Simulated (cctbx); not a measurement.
**Interatomic vectors of KGe6Sb6**

Space group C2/m (no. 12), a = 24.7330 Å, b = 4.2600 Å, c = 8.2360 Å, α = 90.00°, β = 93.48°, γ = 90.00°, content Sb12 Ge12 K2.

Simulated single-crystal data (cctbx): Cu Kα, λ = 1.54184 Å, to d = 0.83 Å, 95 % of the full sphere, strongest reflection 5000 counts, noise from counting, a 4 % proportional error and a noise floor of 2 counts (s.d.); no absorption, some extinction.

Patterson synthesis, origin scaled to 1000:

```text
Patterson group C 1 2/m 1
      u       v       w   height  length (A)
  0.000   0.000   0.000   1000.0     0.00
  0.106   0.000   0.396    380.9     4.06
  0.043   0.500   0.495    374.6     4.67
  0.204   0.000   0.585    367.4     6.26
  0.160   0.500   0.093    251.5     4.53
  0.147   0.500   0.885    240.0     4.37
  0.191   0.500   0.017    239.4     5.17
  0.234   0.500   0.397    164.2     6.82
  0.032   0.500   0.805    162.1     2.81
  0.236   0.000   0.531    144.1     7.19
  0.063   0.500   0.907    142.8     2.77
  0.245   0.500   0.080    140.3     6.41
  0.098   0.000   0.184    138.6     2.78
  0.097   0.000   0.528    136.1     4.68
```

Q: Assign the vectors.

A peak at u stands for all pairs with xi − xj = u, with weight Σ ZiZj against Σ Z² = 44222 at the origin. Peak heights follow these weights only roughly, since form factors, motion and series ripples differ, all vectors within 0.55 Å of a peak are counted as merged into it though the farther ones add only part of their weight, and F(000) is left out, which lowers the whole map:

| u | v | w | shortest length (Å) | height | 1000 ΣZiZj/ΣZ² | pairs in the cell |
| --- | --- | --- | --- | --- | --- | --- |
| 0.106 | 0.000 | 0.396 | 4.06 | 381 | 383 | 4 × Sb–Sb, 4 × Sb–Ge |
| 0.043 | 0.500 | 0.495 | 4.66 | 375 | 383 | 4 × Sb–Sb, 4 × Sb–Ge |
| 0.204 | 0.000 | 0.585 | 6.26 | 367 | 383 | 4 × Sb–Sb, 4 × Sb–Ge |
| 0.160 | 0.500 | 0.093 | 4.52 | 252 | 235 | 4 × Sb–Sb |
| 0.147 | 0.500 | 0.885 | 4.37 | 240 | 235 | 4 × Sb–Sb |
| 0.191 | 0.500 | 0.017 | 5.18 | 239 | 235 | 4 × Sb–Sb |
| 0.234 | 0.500 | 0.397 | 6.81 | 164 | 295 | 8 × Sb–Ge |
| 0.032 | 0.500 | 0.805 | 2.81 | 162 | 295 | 8 × Sb–Ge |
| 0.236 | 0.000 | 0.531 | 7.08 | 144 | 118 | 2 × Sb–Sb |
| 0.063 | 0.500 | 0.907 | 2.77 | 143 | 148 | 4 × Sb–Ge |

The table stops at ten peaks or at a height of 45, below which ripples compete. In the model behind the data Sb, the heaviest element, has 3 independent sites: (0.4260, 0, 0.7416), (0.2775, 1/2, 0.8528) and (0.3835, 1/2, 0.2407), up to an allowed shift of origin; the Sb–Sb vectors are differences of these positions and their symmetry mates. The whole model:

| atom | mult. | x | y | z | Ueq (Å²) |
| --- | --- | --- | --- | --- | --- |
| Sb1 | 4 | 0.4260 | 0 | 0.7416 | 0.0211 |
| Sb2 | 4 | 0.2775 | 1/2 | 0.8528 | 0.0184 |
| Sb3 | 4 | 0.3835 | 1/2 | 0.2407 | 0.0125 |
| Ge1 | 4 | 0.1804 | 1/2 | 0.3245 | 0.0160 |
| Ge2 | 4 | 0.1798 | 1/2 | 0.6703 | 0.0114 |
| Ge3 | 4 | 0.4459 | 1/2 | 0.5244 | 0.0258 |
| K1 | 2 | 0 | 0 | 0 | 0.0264 |

This is a model crystal, built by substitution and not relaxed, with assumed displacement parameters.

[Logs are printed without paths, hosts, clocks, repeated set-up lines and the standing remarks that a program may print on its own settings, such as how far it seeks lower states.]
